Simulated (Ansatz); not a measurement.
# Sn2TeO (built on the sites of a database entry of SnO): following an unstable mode, part 3 of 3

Aim: this structure of Sn2TeO (built on the sites of a database entry of SnO) is to be tested for unstable modes, and one is followed downhill.

Ansatz 0.2.0; DFT PBEsol, scalar-relativistic, plane waves, PAW.

So far. Step 5 (Energy along the mode, all amplitudes (two of the runs …): The lowest of the steps tried is the last one, at 0.6 Å, 120 meV/atom below the parent; the bottom of the well need not coincide with a step. Step 7 (The new phase in its own primitive cell): The largest force component left is 0.15 meV/Å and the pressure is 0.001 GPa, within the tolerances set. The cell now holds 26.30 Å³/atom. The relaxed cell has a = 7.037, c = 4.249 Å (conventional setting).

The structure was built from a prototype and need not be the compound's stable phase.

## 8. Modes of the new phase, k-mesh 6×6×8

A relaxed structure may still be a saddle point, so its zone-centre modes are computed. No field response is asked, since the mesh shows no gap.

Contents of input.yaml:

```yaml
crystal:
  lattice:
    - [7.0369296902, 0.0, 0.0]
    - [0.0, 7.0369296902, 0.0]
    - [0.0, 0.0, 4.2493039298]
  atoms:
    - { symbol: Sn, position: [0.7038112086, 0.2038112086, 0.5] }
    - { symbol: Sn, position: [0.2961887914, 0.7961887914, 0.5] }
    - { symbol: Sn, position: [0.2038112086, 0.2961887914, 0.5] }
    - { symbol: Sn, position: [0.7961887914, 0.7038112086, 0.5] }
    - { symbol: O, position: [0.5, 0.0, 0.5] }
    - { symbol: O, position: [0.0, 0.5, 0.5] }
    - { symbol: Te, position: [0.5, 0.5, 0.0] }
    - { symbol: Te, position: [0.0, 0.0, 0.0] }
kpoints:
  mp_grid: { grid: [6, 6, 8] }
hamiltonian:
  xc: pbesol
scf:
  occupations: { method: methfessel_paxton, width: 0.2 }
output:
  eigenvalues: true
phonons:
  method: dfpt
```

The run is started by

```console
$ ansatz run input.yaml --threads 4 --pin off --max-ram 14336MiB --backend cpu --events-out ev --progress --plain --runs-dir out
```

Numbers of over 12 decimals in the logs are rounded to 6 here.

Log:

```text
zone centre: on kpoints.mp_grid the ground state, and the responses unless they are solved on pairs of k-points, stand on 100 of the mesh's 288 k-points, reduced under 2 symmetry operations, with k and −k counted as one. Each operation leaves every solved displacement unchanged or reverses it
[...]
Crystal: 8 atoms, lattice volume = 210.419 Å³
Basis set: ecut = 420 eV, 4083 PW (Γ), exchange–correlation on 96×96×60 points (8 copies of the dense FFT grid, shifted against one another)
Bands: 60, of which v1, the nominal top of the filled ones, is band 50 counted from 1 (49 counted from 0)
Symmetry: 16 space group operations
k-points: 100 of 288 (irreducible under 2 space group operations, time reversal used)
[...]
SCF iter   1: F=—  HF=-38723.102101 eV  |F-HF|=—  |Δ(HF+E_count)|=         —  Δρ=1.05e-2  dr2=2.38e-1  ethr=1.77e-3  ⟨swp⟩=6.9  Hψ=25130  notcnv=0
[...]
SCF iter  10: F=-38723.057698 eV  HF=-38723.057698 eV  |F-HF|=7.28e-12  |Δ(HF+E_count)|=  7.28e-12  S|Δr|=    0.00e0  Δρ=5.56e-8  dr2=4.67e-12  ethr=1.00e-12  ⟨swp⟩=12.9  Hψ=34041  notcnv=0
SCF 1 converged in 10 iterations: F = -38723.057698 eV  dr2 = 4.67e-12
[...]
DFPT response loops at Γ: preconditioner auto → Kerker (q_TF=auto, 2.410 Å⁻¹) (partly filled bands, converged f_vac=0.064); β = 1.00, the filter's whole step (`scf.mixing.beta` (0.50) is not read by the response loops under this deck's `scf.mixing.preconditioner`; to damp them name `kerker` or `kerker_dos`, under which they read `scf.mixing.beta`, and type it under 1.00, their step now; both keys bind the ground state too); Broyden in place of MSR1
SCF converged after 10 iterations
[...]
Free energy (F): -38723.057698 eV
[...]
Internal energy: -38723.058670 eV  (E = F + TS)
E sigma→0 (E₀):  -38723.057941 eV
Entropy (-TS):   0.000973 eV (0.122 meV/atom)
Fermi energy:    8.509313 eV
[...]
--- Band table (eV; the first three rows and the last of 100) ---
  k-point 0: bands = [... 46 lower, 6.6120, 6.9710, 7.8812, 8.6634, 9.2716, 9.2716, 9.9009, 9.9009, ... 6 higher]
  k-point 1: bands = [... 46 lower, 6.1253, 6.7770, 8.2178, 8.2178, 8.8166, 9.2939, 10.8968, 10.8968, ... 6 higher]
  k-point 2: bands = [... 46 lower, 6.1447, 7.1986, 7.2253, 7.2253, 9.2130, 9.8932, 10.5185, 10.5185, ... 6 higher]
  k-point 99: bands = [... 46 lower, 6.5700, 6.5700, 7.6963, 7.6963, 8.2962, 8.2962, 8.3036, 8.3036, ... 6 higher]
--- Phonons (Γ-DFPT): 6 representative perturbations + reference, on 100 of 288 k-points (Σ response iterations 21) ---
  k mesh reduced under 2 symmetry operations, with k and −k counted as one. Each operation leaves every solved displacement unchanged or reverses it
  ASR residual: 9.697e-5 → 0.000e0 eV/Å²; symmetrization residual: 4.764e-6 eV/Å²
  ASR residual per site (eV/Å²): 1.31e-5 1.31e-5 1.31e-5 1.31e-5 9.70e-5 9.70e-5 4.50e-5 4.50e-5
  Γ frequencies (cm⁻¹): -41.23 -41.23 0.00 0.00 0.00 31.58 34.70 45.99 55.98 55.98 57.64 57.64 80.07 80.07 84.15 84.15 93.16 100.50 109.70 121.32 156.17 215.20 593.23 593.23
  non-analytic LO–TO correction: not included (Born effective charges unavailable; polar crystals: no LO–TO splitting at Γ)
```

The job ended after 5.2 min (4 threads of Arm Neoverse V1, shared host; peak memory 4.1 GiB; 21 min of CPU time).

This step gave:

```
sum-rule residual before enforcement                    : 9.70e-5 eV/Å²
point group                                             : 4/mmm
highest optical mode at the zone centre (no LO-TO term) : 593.2 cm⁻¹
lowest optical zone-centre mode                         : -41.23 cm⁻¹
```

Patterns of degenerate modes are one choice out of their space. Modes at Γ, with each element's share of the kinetic energy (negative means imaginary):

| mode | frequency (cm⁻¹) | symmetry | Sn % | O % | Te % |
| --- | --- | --- | --- | --- | --- |
| 1 | -41.2 | Eu | 11 | 48 | 42 |
| 2 | -41.2 | Eu | 11 | 48 | 42 |
| 3 | 0.0 | acoustic | 62 | 4 | 33 |
| 4 | 0.0 | acoustic | 62 | 4 | 33 |
| 5 | 0.0 | acoustic | 62 | 4 | 33 |
| 6 | 31.6 | B1u | 96 | 4 | 0 |
| 7 | 34.7 | A2u | 12 | 40 | 48 |
| 8 | 46.0 | B1g | 100 | 0 | 0 |
| 9 | 56.0 | Eg | 100 | 0 | 0 |
| 10 | 56.0 | Eg | 100 | 0 | 0 |
| 11 | 57.6 | Eu | 19 | 41 | 40 |
| 12 | 57.6 | Eu | 19 | 41 | 40 |
| 13 | 80.1 | Eu | 9 | 10 | 81 |
| 14 | 80.1 | Eu | 9 | 10 | 81 |
| 15 | 84.2 | Eu | 94 | 2 | 4 |
| 16 | 84.2 | Eu | 94 | 2 | 4 |
| 17 | 93.2 | A1u | 0 | 0 | 100 |
| 18 | 100.5 | B1u | 4 | 96 | 0 |
| 19 | 109.7 | A2u | 26 | 55 | 19 |
| 20 | 121.3 | A2g | 100 | 0 | 0 |
| 21 | 156.2 | A1g | 100 | 0 | 0 |
| 22 | 215.2 | B2g | 100 | 0 | 0 |
| 23 | 593.2 | Eu | 5 | 95 | 0 |
| 24 | 593.2 | Eu | 5 | 95 | 0 |

Displacements in mode 1 (-41.2 cm⁻¹), the largest set to 1:
```
Sn1  0.12 -0.04  0.00
Sn2  0.12 -0.04  0.00
Sn3  0.12 -0.05  0.00
Sn4  0.12 -0.05  0.00
O5   1.00 -0.83  0.00
O6   0.62  0.28  0.00
Te7 -0.32  0.12  0.00
Te8 -0.33  0.10  0.00
```

Displacements in mode 8 (46.0 cm⁻¹), the largest set to 1:
```
Sn1  1.00 -1.00  0.00
Sn2 -1.00  1.00  0.00
Sn3  1.00  1.00  0.00
Sn4 -1.00 -1.00  0.00
O5   0.00  0.00  0.00
O6   0.00  0.00  0.00
Te7  0.00  0.00  0.00
Te8  0.00  0.00  0.00
```

Before it was imposed, the acoustic sum rule was missed by 9.7e-5 eV/Å². Small misses are needed for a sound result but don't prove that mesh and cutoff are converged. The lowest optical mode is imaginary, 41.2i cm⁻¹, so the energy falls along it.

## 9. The phases reached

The phases reached along the modes that were followed are set side by side.

Energies are those of the first relaxation, on the mesh of the frozen mode; space group, volume and gap are those of the last relaxation. Phases, by row:

| mode frozen in | space group | energy from parent (meV/atom) | volume (Å³/atom) | gap on mesh (eV) | lowest zone-centre optical mode (cm⁻¹) | largest shift (Å) |
| --- | --- | --- | --- | --- | --- | --- |
| parent | P-4m2 | 0 | 24.36 | 0 | – | – |
| q = (-0.5, -0.5, -0.5), 219i cm⁻¹ | I-42m | -474.8 | 31.89 | 0 | -58.5 | 1.768 |
| q = (-0.5, -0.5, 0), 202i cm⁻¹ | P4/mbm | -538.9 | 26.3 | 0 | -41.2 | 2.124 |

## 10. Results

```json
{"unstable mode of the parent": "q = (-0.5, -0.5, 0), 202i cm⁻¹", "depth at the lowest point sampled": "120 meV/atom", "largest atomic shift at that point": "0.6 Å", "space group reached (within 0.01 Å)": "P4/mbm", "energy gained over the parent (first relaxation, on the mesh of the frozen mode)": "539 meV/atom", "volume per atom, phase reached": "26.3 Å³", "lowest optical zone-centre mode, phase reached": "-41.2 cm⁻¹", "highest optical mode at the zone centre (no LO-TO term), phase reached": "593 cm⁻¹"}
```

Along this mode the structure falls into P4/mbm, 539 meV/atom below the parent. At the parent's cell the well is 119.9 meV/atom deep on the steps tried, with its lowest point at a shift of 0.6 Å. That is the last step tried, so the steps alone don't bracket the bottom of the well. Relaxing atoms and cell changes the gain by +418.96 meV/atom against the lowest step (energies at zero smearing). Most of the total comes from this relaxation. The new phase still has an imaginary mode at the zone centre of its cell, so it is a saddle point on the way to a lower structure. Of the 2 patterns followed to their end from this parent, this one reaches the lowest energy. Each path keeps the symmetry of its pattern, so a lower phase may lie along a pattern not tried. The q mesh stands for a supercell only 9.0 Å across, so branches between the solved wavevectors are rough. With no gap, or one that is small against the smearing, the frequencies hang on the k mesh and the smearing, most of all near Kohn anomalies. A semilocal functional can close a gap that the real compound would have, so the metallic treatment may be an artefact of the level. Spin-orbit coupling is left out, which can matter for the heavy elements here. The starting cell was built on a prototype and not taken from a measurement, so the phase need not exist.

[Logs are printed without paths, hosts, clocks, repeated set-up lines and the standing remarks that a program may print on its own settings, such as how far it seeks lower states.]

[Hosts, paths, dates, database ids (printed as entryN), source tags and the programs' standing remarks are cut or masked in the printed files.]
